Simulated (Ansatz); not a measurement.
**Formation energy and levels of the antisite S_Ag in Al5AgS8 (F-43m)**

Aim: at which Fermi levels does S_Ag in Al5AgS8 (F-43m) change its charge? The model is a cell of 56 host atoms with 1 Ag taken out and 1 S put in.

Calculated with Ansatz 0.2.0; place-levels on PBEsol runs: charge-transition levels and formation energies with image-charge correction and potential alignment at the atomic sites.

### Step 1. Starting point

The cell holds 56 atoms: 20 Al, 3 Ag and 33 S. Its edges and angles: a = 10.073 Å, b = 10.073 Å, c = 10.073 Å, α = 90.0°, β = 90.0°, γ = 90.0°. It derives from Al5AgS8 (space group F-43m). Nearest the centre at fractional (0.250, 0.750, 0.750): S22 at 0.00 Å, S26 at 2.38 Å, S38 at 2.38 Å, S30 at 2.38 Å, S34 at 2.38 Å, Al9 at 4.16 Å, Al10 at 4.16 Å, Al12 at 4.16 Å.

The host's dielectric constants go in as inputs: 6.85 for the electrons alone, 11.47 with the ions, from a response run on this crystal (DFPT, PBEsol) at that run's own cell.

The cell's shortest repeat is 10.1 Å.

### Step 2. What was run first

Levels follow from differences of total energies between charge states, each relaxed by itself.

Each atom starts 0.05 Å or so off its site in a random direction: a symmetric start keeps its symmetry, and would miss off-centre moves and Jahn–Teller distortions. Forces are taken at one point at (¼, ¼, ¼). The cell holds 2 electrons more than the neutral one, with a uniform background that keeps it neutral on the whole. The electron count is odd, so at least one spin is unpaired; this run locks the moment at 1 μB.

The sampling was tested on the host first: at the k-points planned (1x1x1 shifted 0.25 0.25 0.25) its energy lies 0.000 eV an atom from the dense-mesh value, under the bound of 0.02 eV set for this test; that bounds the host's error, not the defect's.

One of the inputs; charge, spin and start change from state to state.

File qm2_M1.relax/input.yaml:

```yaml
crystal:
  lattice:
    - [10.0726001, 0.0, 0.0]
    - [0.0, 0.0, -10.0726001]
    - [0.0, 10.0726001, 0.0]
  atoms:
    - { symbol: Al, position: [0.11855736, 0.38144264, 0.61855736] }
    - { symbol: Al, position: [0.11855736, 0.88144264, 0.11855736] }
[... 1 atom line left out ...]
    - { symbol: Al, position: [0.61855736, 0.88144264, 0.61855736] }
    - { symbol: Al, position: [0.38144264, 0.38144264, 0.88144264] }
    - { symbol: Al, position: [0.38144264, 0.88144264, 0.38144264] }
[... 1 atom line left out ...]
    - { symbol: Al, position: [0.88144264, 0.88144264, 0.88144264] }
    - { symbol: Al, position: [0.38144264, 0.11855736, 0.61855736] }
    - { symbol: Al, position: [0.38144264, 0.61855736, 0.11855736] }
[... 1 atom line left out ...]
    - { symbol: Al, position: [0.88144264, 0.61855736, 0.61855736] }
    - { symbol: Al, position: [0.11855736, 0.11855736, 0.88144264] }
    - { symbol: Al, position: [0.11855736, 0.61855736, 0.38144264] }
[... 1 atom line left out ...]
    - { symbol: Al, position: [0.61855736, 0.61855736, 0.88144264] }
[... 5 atom lines left out ...]
    - { symbol: Ag, position: [0.25, 0.75, 0.75] }
[... 3 atom lines left out ...]
    - { symbol: S, position: [0.38614673, 0.61385327, 0.88614673] }
[... 3 atom lines left out ...]
    - { symbol: S, position: [0.11385327, 0.61385327, 0.61385327] }
[... 3 atom lines left out ...]
    - { symbol: S, position: [0.11385327, 0.88614673, 0.88614673] }
[... 3 atom lines left out ...]
    - { symbol: S, position: [0.38614673, 0.88614673, 0.61385327] }
[... 10 atom lines left out ...]
    - { symbol: S, position: [0.13365989, 0.36634011, 0.86634011] }
    - { symbol: S, position: [0.13365989, 0.86634011, 0.36634011] }
[... 2 atom lines left out ...]
    - { symbol: S, position: [0.36634011, 0.36634011, 0.63365989] }
[... 2 atom lines left out ...]
    - { symbol: S, position: [0.86634011, 0.86634011, 0.63365989] }
  supercell: [1, 1, 1]
  defects: [{ substitution: { at: 21, symbol: S } }]
total_charge: -2
basis:
  ecutwfc: 420
  xc_grid: 2
hamiltonian:
  xc: pbesol
kpoints:
  mp_grid: { grid: [1, 1, 1], shift: [0.25, 0.25, 0.25] }
magnetization:
  spin_polarized: true
  initial_magnetization: 1
  spin_locking: { lock_magnetization: hard }
scf:
  occupations: { method: fixed }
  max_iter: 100
output:
  forces: true
  charged_corrections: { epsilon: 6.85, static_epsilon: 11.47 }
relax:
  f_tol: 0.02
  max_steps: 80
  random_displacement: { amplitude: 0.05, seed: 6487 }
checkpoint:
  write: "../qm2_M1.relax.run"
  compress: false
  write_wavefunctions: true
  write_every: 100000
```

Started as:

```bash
ansatz run input.yaml --threads 4 --pin off --max-ram 7536MiB --backend cpu --events-out ev --progress --plain --runs-dir out
```

The relaxed structure is kept and the sampling changed to a 2×2×2 shifted mesh.

The run of this state that the levels use, under PBEsol:

File qm2_M1.point/input.yaml:

```yaml
crystal:
  checkpoint: "../qm2_M1.relax.run"
  host: checkpoint
total_charge: -2
basis:
  ecutwfc: 420
  xc_grid: 2
hamiltonian:
  xc: pbesol
kpoints:
  mp_grid: { grid: [2, 2, 2], shift: [0.5, 0.5, 0.5] }
magnetization:
  spin_polarized: true
  initial_magnetization: 1
  spin_locking: { lock_magnetization: hard }
scf:
  occupations: { method: fermi_dirac, width: 0.01 }
  max_iter: 100
output:
  forces: true
  eigenvalues: true
  charged_corrections:
    epsilon: 6.85
    static_epsilon: 11.47
    defect_position: [0.25, 0.75, 0.75]
  eigenstates: { localisation: true }
  populations: true
  efg: {}
checkpoint:
  read: "../qm2_M1.relax.run"
  write: "../qm2_M1.point.run"
  compress: false
  write_wavefunctions: false
  write_every: 100000
```

Relaxations under PBEsol at one point at (¼, ¼, ¼); times on 4 threads of Arm Neoverse V1, shared host:

| charge | moment (μB) | occupations | outcome | steps | largest displacement against the far atoms (Å) | time |
| --- | --- | --- | --- | --- | --- | --- |
| −2 | 1 | fixed | converged | 28 | 2.20 | 7.5 min |
| −1 | 0 | fixed | converged | 31 | 2.20 | 4.1 min |
| 0 | 1 | fixed | converged | 19 | 1.00 | 6.5 min |
| +1 | 0 | fixed | converged | 14 | 0.83 | 2 min |
| +2 | 1 | fixed | converged | 9 | 0.54 | 3.1 min |

Single points under PBEsol at a 2×2×2 shifted mesh; times on 4 threads of Arm Neoverse V1, shared host:

| charge | moment (μB) | occupations | outcome | time |
| --- | --- | --- | --- | --- |
| −2 | 1 | fermi-dirac | converged | 2.6 min |
| −1 | 0 | fermi-dirac | converged | 71 s |
| 0 | 1 | fermi-dirac | converged | 2.5 min |
| +1 | 0 | fermi-dirac | converged | 73 s |
| +2 | 1 | fermi-dirac | converged | 2.6 min |

Distances (Å) from S22 to the nearest atoms after relaxation with PBEsol:

| charge | moment (μB) | 1. | 2. | 3. | 4. | 5. | 6. |
| --- | --- | --- | --- | --- | --- | --- | --- |
| −2 | 1 | S 2.05 | Al 2.27 | S 2.66 | Al 2.79 | S 2.94 | Al 3.16 |
| −1 | 0 | S 2.05 | Al 2.27 | S 2.67 | Al 2.81 | S 2.91 | Al 3.16 |
| 0 | 1 | S 2.16 | S 2.22 | S 2.76 | S 3.07 | S 3.23 | Al 3.34 |
| +1 | 0 | S 2.15 | S 2.29 | S 2.32 | S 3.08 | S 3.48 | Al 3.51 |
| +2 | 1 | S 2.11 | S 2.33 | S 2.36 | S 2.87 | S 3.71 | S 3.72 |

### Step 3. Levels against the band edges, PBEsol

A charged cell interacts with its images and the background, and its potential has another zero than the host's. place-levels removes the first by a point-charge model, screened by the static dielectric constant since the ions have relaxed around the charge, and the second by comparing potentials at atoms far from the defect.

The host is a run of the defect-free crystal in the same cutoffs, grids and k-points, so that basis and sampling errors cancel in part in the differences. Its band edges come from a run of the primitive cell that searches the zone for them. Chemical potentials are energies per atom of Ag (fcc) and S (S12 rings, Pnnm, not the stable S8 form), run with the same functional and cutoff.

File levels.point.yaml:

```yaml
host:
  run: host.point.run
  levels_from: { run: edges.point.run }
states: [qm2_M1.point.run, qm1.point.run, q0_M1.point.run, qp1.point.run, qp2_M1.point.run]
geometry_from:
  qm2_M1.point.run: qm2_M1.relax.run
  qm1.point.run: qm1.relax.run
  q0_M1.point.run: q0_M1.relax.run
  qp1.point.run: qp1.relax.run
  qp2_M1.point.run: qp2_M1.relax.run
  host.point.run: host.relax.run
chemical_potentials:
  Ag:
    energy: -7522.248769
    dataset: <sha256 of the dataset>
  S:
    energy: -884.879081
    dataset: "<sha256 of the dataset>"
epsilon: 6.85
static_epsilon: 11.47
vertical:
  - { from: qm2_M1.point.run, to: qm2_M1.point_neutral.run }
  - { from: qm1.point.run, to: qm1.point_neutral.run }
  - { from: qp1.point.run, to: qp1.point_neutral.run }
  - { from: qp2_M1.point.run, to: qp2_M1.point_neutral.run }
```

Started as:

```bash
ansatz place-levels levels.point.yaml -- --threads 4 --pin off --max-ram 7536MiB
```

Numbers of over 12 decimals in the logs are rounded to 6 here.

The program printed:

```text
[... repeated set-up lines and file paths are left out, and long positions are rounded to six places ...]
(+2/+1) 0.172 eV beneath the valence edge (-0.350 eV without the band-filling correction), in the valence band
(+1/0) 0.937 eV above the valence edge, 0.406 eV under the conduction edge; not on the lower envelope
(0/-1) 0.008 eV beneath the valence edge, in the valence band; not on the lower envelope
(-1/-2) 1.403 eV above the valence edge (+2.179 eV without the band-filling correction), in the conduction band
(+1/-1) 0.464 eV above the valence edge, 0.878 eV under the conduction edge: charges between them are lowest nowhere
formation energy of charge +2: +1.671 eV with the Fermi level at the valence edge
formation energy of charge +1: +1.499 eV with the Fermi level at the valence edge
formation energy of charge 0: +2.436 eV with the Fermi level at the valence edge
formation energy of charge -1: +2.428 eV with the Fermi level at the valence edge
formation energy of charge -2: +3.831 eV with the Fermi level at the valence edge
vertical -2 to 0: no energy, since no alignment is typed
  the change from vertical[0].from (qm2_M1.point.run) to vertical[0].to (qm2_M1.point_neutral.run): by its potential at epsilon 6.85 it stands at 0.094 0.610 0.726, with an rms radius of about 5.3 Å (2.7 3.4 3.1 Å across the planes of the cell's vectors); [...]
vertical -1 to 0: no energy, since no alignment is typed
  the change from vertical[1].from (qm1.point.run) to vertical[1].to (qm1.point_neutral.run): by its potential at epsilon 6.85 it stands at 0.251 0.914 0.638, with an rms radius of about 4.2 Å (2.4 1.9 2.9 Å across the planes of the cell's vectors); [...]
vertical +1 to 0: no energy, since no alignment is typed
  the change from vertical[2].from (qp1.point.run) to vertical[2].to (qp1.point_neutral.run): by its potential at epsilon 6.85 it stands at 0.343 0.651 0.652, with an rms radius of about 4.9 Å (2.9 2.9 2.8 Å across the planes of the cell's vectors); [...]
vertical +2 to 0: no energy, since no alignment is typed
  the change from vertical[3].from (qp2_M1.point.run) to vertical[3].to (qp2_M1.point_neutral.run): by its potential at epsilon 6.85 it stands at 0.227 0.757 0.725, with an rms radius of about 4.5 Å (2.6 2.5 2.6 Å across the planes of the cell's vectors); [...]
  edges by pbesol of host.levels_from (edges.point.run), its mesh sampled to repeats of 35.61 Å (the valence edge +0.050 eV and the conduction edge -0.391 eV from those of the host's own run), gap 1.343 eV; the host is sampled to repeats of 28.49 Å
  the defect's cells are sampled to repeats of 28.49 Å, like sampling
  charge +2: -62327.3062 eV with its correction of +0.158 eV, at epsilon 11.47, aligned at sites: -0.2744 eV, mean over 23 atomic sites at or beyond 5.04 Å from the host's site at [0.2484, 0.7484, 0.7484] by the defect at [0.2500, 0.7500, 0.7500], with [...]
  charge +1: -62320.7153 eV with its correction of -0.026 eV, at epsilon 11.47, aligned at sites: -0.2025 eV, mean over 23 atomic sites at or beyond 5.04 Å from the host's site at [0.2484, 0.7484, 0.7484] by the defect at [0.2500, 0.7500, 0.7500], with [...]
  charge 0: +0.000 eV for its dipole among its images, +0.013 omitted
  charge -1: -62305.9040 eV with its correction of +0.305 eV, at epsilon 11.47, aligned at sites: -0.1281 eV, mean over 23 atomic sites at or beyond 5.04 Å from the host's site at [0.2484, 0.7484, 0.7484] by the defect at [0.2500, 0.7500, 0.7500], with [...]
  charge -2: -62296.7833 eV with its correction of +0.856 eV, at epsilon 11.47, aligned at sites: -0.0745 eV, mean over 23 atomic sites at or beyond 5.04 Å from the host's site at [0.2484, 0.7484, 0.7484] by the defect at [0.2500, 0.7500, 0.7500], with [...]
  of states[4] (qp2_M1.point.run): it parts from the run at its places by a charge that spreads by about 2.6 Å along one vector (1.7 Å or more is wide), by its potential at epsilon 6.85, taken for that of held ions (one typed too small widens it), where the [...]
  of states[3] (qp1.point.run): it parts from the run at its places by a charge that spreads by about 2.9 Å along one vector (1.7 Å or more is wide), by its potential at epsilon 6.85, taken for that of held ions (one typed too small widens it), where the cell [...]
  of states[1] (qm1.point.run): how wide its charge is, is not read beside other atoms or cores, and a band state would take no correction. [...]
  of states[0] (qm2_M1.point.run): how wide its charge is, is not read beside other atoms or cores, and a band state would take no correction. [...]
  of vertical[0].from (qm2_M1.point.run): its sublattices stand up to 0.0933 Å off the host's, which by the two runs' forces adds about +0.06 eV to its energy against the host's, and moves the band edges: relax the crystal first, and build the cells on it; [...]
  vertical[0].to (qm2_M1.point_neutral.run): levels filled in part (TS 0.002 eV): its energy is of no whole electron's
  of vertical[0].to (qm2_M1.point_neutral.run): its moments are held at its close (magnetization.spin_locking), by a field of 0.006 eV a Bohr magneton, and its energy and levels are of the state that this holds: a run that lets them go can end lower
  of vertical[1].from (qm1.point.run): its sublattices stand up to 0.0814 Å off the host's, which by the two runs' forces adds about +0.01 eV to its energy against the host's, and moves the band edges: relax the crystal first, and build the cells on it; [...]
  of vertical[1].to (qm1.point_neutral.run): its moments are held at its close (magnetization.spin_locking), by a field of 0.003 eV a Bohr magneton, and its energy and levels are of the state that this holds: a run that lets them go can end lower
  of vertical[2].from (qp1.point.run): it parts from the run at its places by a charge that spreads by about 2.9 Å along one vector (1.7 Å or more is wide), by its potential at epsilon 6.85, taken for that of held ions (one typed too small widens it), where [...]
  vertical[2].to (qp1.point_neutral.run): levels filled in part (TS 0.004 eV): its energy is of no whole electron's
  of vertical[2].to (qp1.point_neutral.run): its moments are held at its close (magnetization.spin_locking), by a field of 0.041 eV a Bohr magneton, and its energy and levels are of the state that this holds: a run that lets them go can end lower
  of vertical[3].from (qp2_M1.point.run): it parts from the run at its places by a charge that spreads by about 2.6 Å along one vector (1.7 Å or more is wide), by its potential at epsilon 6.85, taken for that of held ions (one typed too small widens it), [...]
  of vertical[3].to (qp2_M1.point_neutral.run): its moments are held at its close (magnetization.spin_locking), by a field of 0.011 eV a Bohr magneton, and its energy and levels are of the state that this holds: a run that lets them go can end lower
```

The job ended after 0.63 s (4 threads of Arm Neoverse V1, shared host).

(Continued in part 2 of 2.)

[Logs are printed without paths, hosts, clocks, repeated set-up lines and the standing remarks that a program may print on its own settings, such as how far it seeks lower states.]

[Hosts, paths, dates, database ids (printed as entryN), source tags and the programs' standing remarks are cut or masked in the printed files.]

[Where a table of states has a column of steps, it counts the stored structures, which are thinned; the runs took as many ionic steps or more.]

[A defect's name tells the site on which it was built; relaxed atoms can leave that site.]

[For some hosts the program warned that the k-mesh of the response run may be too coarse for force constants and the static dielectric constant; such warnings are not shown here.]
